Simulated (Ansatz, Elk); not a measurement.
# Mg6TlNi: X-ray structure factors from the self-consistent density

Structure refinements treat a crystal as free atoms side by side. For a made-up structure of Mg6TlNi (cell and positions from a PBE relaxation) the runs below show what the calculated density changes in F(hkl).

Calculated with Elk 11.2.3 (patched build); DFT, PBE, all-electron APW+lo, Dirac cores, scalar-relativistic bands, static density, no spin.

The structure was built from a prototype and need not be the compound's stable phase.

## Step 1: Set-up

Symmetry: Amm2, No. 38, orthorhombic system. The conventional cell has a = 4.928 Å, b = 6.293 Å, c = 10.598 Å, α = 90.00°, β = 90.00°, γ = 90.00°. Tl has 10 Mg at 3.07 to 3.09 Å and 2 Ni at 3.15 Å nearest. Nearest to Ni lie 10 Mg at 2.97 to 3.17 Å and 2 Tl at 3.15 Å. Nearest to Mg lie 10 Mg at 3.04 to 3.15 Å and 2 Tl at 3.07 Å. Nearest to Mg lie 10 Mg at 2.94 to 3.23 Å and 2 Ni at 2.97 Å. Mg has 7 Mg at 2.93 to 3.23 Å and 2 Ni at 3.00 Å and 2 Tl at 3.09 Å nearest. Mg has 2 Ni at 3.00 to 3.17 Å and 8 Mg at 3.04 to 3.17 Å and 2 Tl at 3.08 Å nearest. Farther neighbours are not listed.

## Step 2: Ground state and structure factors

An all-electron density is needed, since X-rays see the cores too. Task 0 finds the density and task 195 Fourier-transforms it; tshift is off so that phases refer to the origin typed.

The input, elk.in:

```
tasks
  0
  195

xctype
  20

spinpol
  .false.

rgkmax
  7.0

gmaxvr
  14.0

lmaxo
  7

lmaxapw
  8

swidth
  0.002

tshift
  .false.

ramdisk
  .false.

hmaxvr
  5.5

maxscl
  120

epspot
  1e-06

sppath
  './'

avec
  9.31288844372 0.00000000000 0.00000000000
  0.00000000000 5.94608156615 10.01378131087
  0.00000000000 -5.94608156615 10.01378131087

atoms
  3
  'Tl.in'
  1
  0.5000000000 0.3374743839 0.3374743839   0.000000 0.000000 0.000000
  'Ni.in'
  1
  0.5000000000 0.8296981443 0.8296981443   0.000000 0.000000 0.000000
  'Mg.in'
  6
  0.0000000000 0.1653754007 0.1653754007   0.000000 0.000000 0.000000
  0.0000000000 0.6732698811 0.6732698811   0.000000 0.000000 0.000000
  0.0000000000 0.6799151828 0.1463009341   0.000000 0.000000 0.000000
  0.0000000000 0.1463009341 0.6799151828   0.000000 0.000000 0.000000
  0.5000000000 0.8361935488 0.3402725243   0.000000 0.000000 0.000000
  0.5000000000 0.3402725243 0.8361935488   0.000000 0.000000 0.000000

ngridk
  5 4 4
```

Run with:

```bash
OMP_NUM_THREADS=4 elk
```

Numbers of over 12 decimals in the logs are rounded to 6 here.

The log of the run:

```text
┌─────────────────────────┐
│ Elk code version 11.2.3 │
└─────────────────────────┘

All units are atomic (Hartree, Bohr, etc.)

┌─────────────────────────────────────────────────┐
│ Ground-state run starting from atomic densities │
└─────────────────────────────────────────────────┘

Lattice vectors :
   9.312888444       0.000000000       0.000000000
   0.000000000       5.946081566       10.01378131
   0.000000000      -5.946081566       10.01378131

Reciprocal lattice vectors :
  0.6746763204       0.000000000      -0.000000000
  -0.000000000      0.5283467135      0.3137269086
   0.000000000     -0.5283467135      0.3137269086

Unit cell volume      :    1109.030172
Brillouin zone volume :   0.2236640804

Muffin-tin inner radius fraction :   0.1000000000E-01

Nuclei treated as point charges

Species : 1 (Tl)
 parameters loaded from : Tl.in
 name : thallium
 nuclear charge    :   -81.00000000
 electronic charge :    81.00000000
 atomic mass :    372567.9643
 muffin-tin radius :    2.800000000
 number of radial points in muffin-tin :   1393
 inner part over the whole radius :   0.9893942913E-02
 number on inner part of muffin-tin    :   1000
 approximate nuclear radius :   0.1043008296E-03
 number of mesh points to nuclear radius :    525
 atomic positions (lattice), magnetic fields (Cartesian) :
  1 :   0.50000000  0.33747438  0.33747438    0.00000000  0.00000000  0.00000000

Species : 2 (Ni)
 parameters loaded from : Ni.in
 name : nickel
 nuclear charge    :   -28.00000000
 electronic charge :    28.00000000
 atomic mass :    106991.5231
 muffin-tin radius :    2.400000000
 number of radial points in muffin-tin :    993
 inner part over the whole radius :   0.9944305101E-02
 number on inner part of muffin-tin    :    701
 approximate nuclear radius :   0.7325707712E-04
 number of mesh points to nuclear radius :    335
 atomic positions (lattice), magnetic fields (Cartesian) :
  1 :   0.50000000  0.82969814  0.82969814    0.00000000  0.00000000  0.00000000

Species : 3 (Mg)
 parameters loaded from : Mg.in
 name : magnesium
 nuclear charge    :   -12.00000000
 electronic charge :    12.00000000
 atomic mass :    44305.30466
 muffin-tin radius :    2.200000000
 number of radial points in muffin-tin :    793
 inner part over the whole radius :   0.9941530515E-02
 number on inner part of muffin-tin    :    552
 approximate nuclear radius :   0.5710277704E-04
 number of mesh points to nuclear radius :    241
 atomic positions (lattice), magnetic fields (Cartesian) :
  1 :   0.00000000  0.16537540  0.16537540    0.00000000  0.00000000  0.00000000
  2 :   0.00000000  0.67326988  0.67326988    0.00000000  0.00000000  0.00000000
  3 :   0.00000000  0.67991518  0.14630093    0.00000000  0.00000000  0.00000000
  4 :   0.00000000  0.14630093  0.67991518    0.00000000  0.00000000  0.00000000
  5 :   0.50000000  0.83619355  0.34027252    0.00000000  0.00000000  0.00000000
  6 :   0.50000000  0.34027252  0.83619355    0.00000000  0.00000000  0.00000000

Total number of atoms per unit cell :    8
Total muffin-tin volume :    417.4715870
 ratio of muffin-tin to unit cell volume :   0.3764294224

Spin treatment :
 spin-unpolarised

Number of Bravais lattice symmetries :    8
Number of crystal symmetries         :    4
Crystal has no inversion symmetry
Complex Hermitian eigensolver will be used

k-point grid :      5     4     4
k-point offset :    0.000000000       0.000000000       0.000000000
k-point set is reduced with full crystal symmetry group
Total number of k-points :       30

Muffin-tin radius times maximum |G+k| :    7.000000000
 using average radius
Maximum |G+k| for APW functions       :    3.043478261
Maximum (1/2)|G+k|²                   :    4.631379962
Maximum |G| for potential and density :    14.00000000
Constant for pseudocharge density :   10
 order of it for each species :   17  17  17
 order of it for pair densities of each species (exact exchange by exxq0 0: 18) :   14  11   8
Radial integration step length :    1

[...]
exchange                    :     -536.37808370301
 correlation                 :     -9.047247
 electron entropic           :    -0.10792658231629E-02
 total energy                :     -23011.274641026

Density of states at Fermi energy :    84.56241779
 (states/Hartree/unit cell)

Estimated indirect band gap :   0.1431668113E-02
 from k-point 21 to k-point 7
Estimated direct band gap   :   0.6195713915E-02
 at k-point 7

Charges :
 core                        :    86.00000000
 valence                     :    95.00000000
 interstitial                :    10.57626185
 muffin-tins (core leakage)
  species : 1 (Tl)
[...]
species : 2 (Ni)
[...]
species : 3 (Mg)
[...]
total in muffin-tins        :    170.4237382
 total calculated charge     :    180.9997045
 total charge                :    181.0000000
 error                       :   0.2955493271E-03

RMS change in Kohn-Sham potential (target) :   0.6991774459     (  0.1000000000E-05)
Absolute change in total energy (target)   :   0.2218432730     (  0.1000000000E-03)

[... loops 3 to 17 left out ...]

┌──────────────────┐
│ Loop number : 18 │
└──────────────────┘

Energies :
 Fermi                       :     0.163470
 sum of occupied eigenvalues :     -14039.559203124
 electron kinetic            :      26263.465159157
 core electron kinetic       :      25481.576531618
 Coulomb                     :     -48730.520921780
 Coulomb potential           :     -39593.064454147
 nuclear-nuclear             :     -1627.2403014073
 electron-nuclear            :     -54640.233198491
 Hartree                     :      7536.9525781175
 Madelung                    :     -28933.988694707
 xc potential                :     -709.95990813403
 exchange                    :     -535.30428936025
 correlation                 :     -9.036210
 electron entropic           :    -0.11235941361450E-02
 total energy                :     -23011.397386034

Density of states at Fermi energy :    85.70584792
 (states/Hartree/unit cell)

Estimated indirect band gap :   0.3303882901E-02
 from k-point 11 to k-point 21
Estimated direct band gap   :   0.6850635351E-02
 at k-point 7

Charges :
 core                        :    86.00000000
 valence                     :    95.00000000
 interstitial                :    11.21992950
 muffin-tins (core leakage)
  species : 1 (Tl)
[...]
species : 2 (Ni)
[...]
species : 3 (Mg)
[...]
total in muffin-tins        :    169.7800705
 total calculated charge     :    180.9996823
 total charge                :    181.0000000
 error                       :   0.3176965206E-03

RMS change in Kohn-Sham potential (target) :   0.4237128987E-06 (  0.1000000000E-05)
Absolute change in total energy (target)   :   0.6301118992E-04 (  0.1000000000E-03)

Convergence targets achieved

┌──────────────────┐
│ Loop number : 19 │
└──────────────────┘

Energies :
 Fermi                       :     0.163470
 sum of occupied eigenvalues :     -14039.559205701
 electron kinetic            :      26263.465162047
 core electron kinetic       :      25481.576524991
 Coulomb                     :     -48730.520932709
 Coulomb potential           :     -39593.064440469
 nuclear-nuclear             :     -1627.2403014073
 electron-nuclear            :     -54640.233233956
 Hartree                     :      7536.9526026541
 Madelung                    :     -28933.988712474
 xc potential                :     -709.95992727854
 exchange                    :     -535.30429031613
 correlation                 :     -9.036210
 electron entropic           :    -0.11235943292566E-02
 total energy                :     -23011.397395039

Density of states at Fermi energy :    85.70581853
 (states/Hartree/unit cell)

Estimated indirect band gap :   0.3303910758E-02
 from k-point 11 to k-point 21
Estimated direct band gap   :   0.6850640494E-02
 at k-point 7

Charges :
 core                        :    86.00000000
 valence                     :    95.00000000
 interstitial                :    11.21992897
 muffin-tins (core leakage)
  species : 1 (Tl)
[...]
species : 2 (Ni)
[...]
species : 3 (Mg)
[...]
atom 4                    :    10.48548012     ( -0.9828258785E-07)
   atom 5                    :    10.47959441     ( -0.9828258696E-07)
   atom 6                    :    10.47959441     ( -0.9828258696E-07)
 total in muffin-tins        :    169.7800710
 total calculated charge     :    180.9996823
 total charge                :    181.0000000
 error                       :   0.3176965176E-03

┌──────────────────────────────┐
│ Self-consistent loop stopped │
└──────────────────────────────┘

Warning : core states of species 2 leak from the muffin-tin :   0.2746516569E-03

Wrote STATE.OUT
```

The job ended after 73 s (4 threads of INTEL XEON PLATINUM 8581C at 2.30GHz (Emerald Rapids), shared host; peak memory 0.36 GiB; 3.8 min of CPU time).

SFACRHO.OUT:

```text

h k l indices transformed by vhmat matrix:
   1.000000000       0.000000000       0.000000000    
   0.000000000       1.000000000       0.000000000    
   0.000000000       0.000000000       1.000000000    

      h      k      l  multipl.   |H|            Re(F)            Im(F)           |F|

      0      0      0      1   0.0000000       181.00000      0.17256389E-15   181.00000    
      0      1      0      2  0.61447117      -25.555972       41.194769       48.478003    
      0     -1      0      2  0.61447117      -25.555972      -41.194769       48.478003    
      0     -1     -1      1  0.62745382      -41.205564       72.683031       83.550712    
      0      1      1      1  0.62745382      -41.205564      -72.683031       83.550712    
     -1      0      0      2  0.67467632      -81.742310      0.38049070E-13   81.742310    
      1      0      1      4  0.91255847       29.154304      -42.524032       51.558382    
     -1      0     -1      4  0.91255847       29.154304       42.524032       51.558382    
      1      1      1      2  0.92135033       36.904449       68.425108       77.742741    
     -1     -1     -1      2  0.92135033       36.904449      -68.425108       77.742741    
      0      1     -1      2   1.0566934       77.816027      0.89279159E-14   77.816027    
      0     -1     -2      2   1.0793384       47.815040      -6.4372772       48.246416    
      0      1      2      2   1.0793384       47.815040       6.4372772       48.246416    
      0      0      2      2   1.2289423      -69.449626      -67.001149       96.500801    
      0      0     -2      2   1.2289423      -69.449626       67.001149       96.500801    
     -1      1     -1      4   1.2537101      -74.288625      0.19208546E-13   74.288625    
      0      2      2      1   1.2549076      -78.957589       60.815860       99.663783    
      0     -2     -2      1   1.2549076      -78.957589      -60.815860       99.663783
```

Elk indexes on the primitive cell of elk.in and gives |H| = 4π sin θ/λ in inverse bohr. Below, one row stands for each form hkl of the conventional cell (m members, Friedel mates merged), F is for one primitive cell and the density is static (no thermal factor). Free-atom factors are Waasmaier and Kirfel's, and R is Σm||F|−|F'||/Σm|F|.

| hkl | m | sin θ/λ (Å⁻¹) | abs F, DFT | neutral atoms | diff. | abs of complex diff. |
| --- | --- | --- | --- | --- | --- | --- |
| 011 | 4 | 0.092 | 48.478 | 48.807 | -0.329 | 0.329 |
| 002 | 2 | 0.094 | 83.551 | 83.349 | +0.201 | 0.209 |
| 100 | 2 | 0.102 | 81.742 | 81.545 | +0.197 | 0.197 |
| 111 | 8 | 0.137 | 51.558 | 51.830 | -0.272 | 0.275 |
| 102 | 4 | 0.139 | 77.743 | 77.437 | +0.305 | 0.307 |
| 020 | 2 | 0.159 | 77.816 | 77.543 | +0.273 | 0.273 |
| 013 | 4 | 0.162 | 48.246 | 48.483 | -0.237 | 0.245 |
| 022 | 4 | 0.185 | 96.501 | 96.478 | +0.023 | 0.194 |
| 120 | 4 | 0.189 | 74.289 | 74.144 | +0.145 | 0.145 |
| 004 | 2 | 0.189 | 99.664 | 99.770 | -0.106 | 0.254 |
| 113 | 8 | 0.191 | 47.529 | 47.691 | -0.162 | 0.164 |
| 200 | 2 | 0.203 | 142.196 | 142.822 | -0.626 | 0.626 |
| 122 | 8 | 0.211 | 127.587 | 128.152 | -0.565 | 0.578 |
| 104 | 4 | 0.214 | 123.948 | 124.512 | -0.564 | 0.575 |

## Step 3: The highest occupied states alone

An energy window below the Fermi level keeps the highest occupied states, to see at which angles they scatter; shallow core shells can lie inside it and anion s states outside. No new self-consistency is needed.

elk.in, as its differences from that of step 2:

```diff
@@ -1,3 +1,2 @@
 tasks
-  0
   195
@@ -40,2 +39,5 @@
 
+wsfac
+  -0.387770 0.463470
+
 sppath
```

Run with:

```bash
OMP_NUM_THREADS=4 elk
```

The log of the run:

```text
┌─────────────────────────────────┐
│ Elk code version 11.2.3 started │
└─────────────────────────────────┘

Info(readinput): the functional depends on the density's gradient
 muffin-tin radial points multiplied by    2.00000
 (not where nrmtscf is given)

┌────────────────────┐
│ Current task : 195 │
└────────────────────┘

Info(sfacrho): density structure factors written to SFACRHO.OUT

 Energy window :  -0.3877700000      0.4634700000

┌──────────────────┐
│ Elk code stopped │
└──────────────────┘
```

Wall time 14 s (4 threads); peak memory 0.22 GiB.

States within 15 eV below the Fermi level hold 35.00 electrons; any levels below the window count with the cores. Their amplitudes can exceed the total, where window and core parts have opposite phase:

| hkl | sin θ/λ (Å⁻¹) | abs F, window | abs F, all |
| --- | --- | --- | --- |
| 011 | 0.092 | 1.389 | 48.478 |
| 002 | 0.094 | 17.144 | 83.551 |
| 100 | 0.102 | 16.712 | 81.742 |
| 111 | 0.137 | 0.850 | 51.558 |
| 102 | 0.139 | 14.833 | 77.743 |
| 020 | 0.159 | 13.720 | 77.816 |
| 013 | 0.162 | 1.020 | 48.246 |
| 022 | 0.185 | 12.144 | 96.501 |
| 120 | 0.189 | 11.874 | 74.289 |
| 004 | 0.189 | 11.767 | 99.664 |

## Step 4: Another functional

The difference from free atoms is small, so it is set against the change that LDA (Perdew-Wang) makes.

elk.in, as its differences from that of step 3:

```diff
@@ -1,2 +1,3 @@
 tasks
+  0
   195
@@ -4,3 +5,3 @@
 xctype
-  20
+  3
 
@@ -39,5 +40,2 @@
 
-wsfac
-  -0.387770 0.463470
-
 sppath
```

Run with:

```bash
OMP_NUM_THREADS=4 elk
```

The log of the run:

```text
┌─────────────────────────┐
│ Elk code version 11.2.3 │
└─────────────────────────┘

All units are atomic (Hartree, Bohr, etc.)

┌─────────────────────────────────────────────────┐
│ Ground-state run starting from atomic densities │
└─────────────────────────────────────────────────┘

Lattice vectors :
   9.312888444       0.000000000       0.000000000
   0.000000000       5.946081566       10.01378131
   0.000000000      -5.946081566       10.01378131

Reciprocal lattice vectors :
  0.6746763204       0.000000000      -0.000000000
[...]
species : 1 (Tl)
[...]
species : 2 (Ni)
[...]
species : 3 (Mg)
[...]
atom 5                    :    10.49096100     ( -0.1573064654E-05)
   atom 6                    :    10.49096100     ( -0.1573064654E-05)
 total in muffin-tins        :    169.8994654
 total calculated charge     :    180.9996882
 total charge                :    181.0000000
 error                       :   0.3117968716E-03

┌──────────────────────────────┐
│ Self-consistent loop stopped │
└──────────────────────────────┘

Warning : core states of species 2 leak from the muffin-tin :   0.2867972725E-03

Wrote STATE.OUT
[key lines of the parts left out:]
total energy                :     -22993.063036939
```

Elapsed: 55 s, on 4 threads; peak memory 0.25 GiB; 3 min of CPU time.

Against the first run R = 0.03 %; the largest change is -0.116 at 026.

## Step 5: Basis size

The basis and the expansions that go with it are enlarged, to see whether the differences are converged.

elk.in, as its differences from that of step 4:

```diff
@@ -5,3 +5,3 @@
 xctype
-  3
+  20
 
@@ -11,12 +11,12 @@
 rgkmax
-  7.0
+  8.5
 
 gmaxvr
-  14.0
+  18.0
 
 lmaxo
-  7
+  9
 
 lmaxapw
-  8
+  10
```

Run with:

```bash
OMP_NUM_THREADS=4 elk
```

The log of the run:

```text
┌─────────────────────────┐
│ Elk code version 11.2.3 │
└─────────────────────────┘

All units are atomic (Hartree, Bohr, etc.)

┌─────────────────────────────────────────────────┐
│ Ground-state run starting from atomic densities │
└─────────────────────────────────────────────────┘

Lattice vectors :
   9.312888444       0.000000000       0.000000000
   0.000000000       5.946081566       10.01378131
   0.000000000      -5.946081566       10.01378131

Reciprocal lattice vectors :
  0.6746763204       0.000000000      -0.000000000
[...]
species : 1 (Tl)
[...]
species : 2 (Ni)
[...]
species : 3 (Mg)
[...]
atom 5                    :    10.48057435     ( -0.9828258740E-07)
   atom 6                    :    10.48057435     ( -0.9828258740E-07)
 total in muffin-tins        :    169.7936231
 total calculated charge     :    180.9996885
 total charge                :    181.0000000
 error                       :   0.3115010690E-03

┌──────────────────────────────┐
│ Self-consistent loop stopped │
└──────────────────────────────┘

Warning : core states of species 2 leak from the muffin-tin :   0.2749881353E-03

Wrote STATE.OUT
[key lines of the parts left out:]
total energy                :     -23011.409350171
```

It took 3.7 min on 4 threads; peak memory 0.72 GiB; 12 min of CPU time.

Against the first run R = 0.00 %; the largest change is -0.006 at 400.

## Step 6: Settings against the effect

| run | R against the first run (%) | R against neutral atoms, low angle (%) | wall time |
| --- | --- | --- | --- |
| PBE, rgkmax 7 | 0.00 | 0.26 | 73 s |
| LDA (Perdew-Wang) | 0.03 | 0.28 | 55 s |
| rgkmax 8.5 with larger expansions | 0.00 | 0.26 | 3.7 min |

## Step 7: Outcome

| Quantity | Value |
| --- | --- |
| R against neutral atoms, sin θ/λ < 0.3 Å⁻¹ | 0.26 % |
| R against neutral atoms, 0.3 to 0.54 Å⁻¹ | 0.05 % |

In words: Independent neutral atoms miss the calculated amplitudes by R = 0.26 % below 0.3 Å⁻¹ and 0.05 % from there to 0.54 Å⁻¹; by shells, 0.44 % below 0.15 Å⁻¹ (5 forms), 0.23 % 0.15 to 0.3 (24 forms), 0.05 % 0.3 to 0.45 (61 forms), 0.04 % above 0.45 (59 forms). Bonding, aspherical density and the tables' own atoms all enter these figures, and the runs don't part them. The largest change of an amplitude is -0.63 electrons, at 200. R counts amplitudes alone; phases shift too. The window's part falls from 35.0 electrons at the origin to at most 2.03 between 0.45 and 0.54 Å⁻¹, where compact states inside the window still scatter. The window holds more than the 25 outer electrons of the free atoms, so shallow core shells lie inside it. Below 0.3 Å⁻¹ the changes that finished (LDA (Perdew-Wang) and rgkmax 8.5 with larger expansions) move F by R = 0.01 % at most, against the 0.26 % that separates it from free atoms. The k-mesh has no finished test. These runs have no spin, though d or f shells may be open. Spin-orbit coupling is left out, which can matter for elements this heavy. Part of the difference isn't bonding: the tables are fits to free atoms and ions calculated by other methods than this functional. Thermal motion, anomalous dispersion and extinction are left out.

[Logs are printed without paths, hosts, clocks, repeated set-up lines and the standing remarks that a program may print on its own settings, such as how far it seeks lower states.]

[Hosts, paths, dates, database ids (printed as entryN), source tags and the programs' standing remarks are cut or masked in the printed files.]
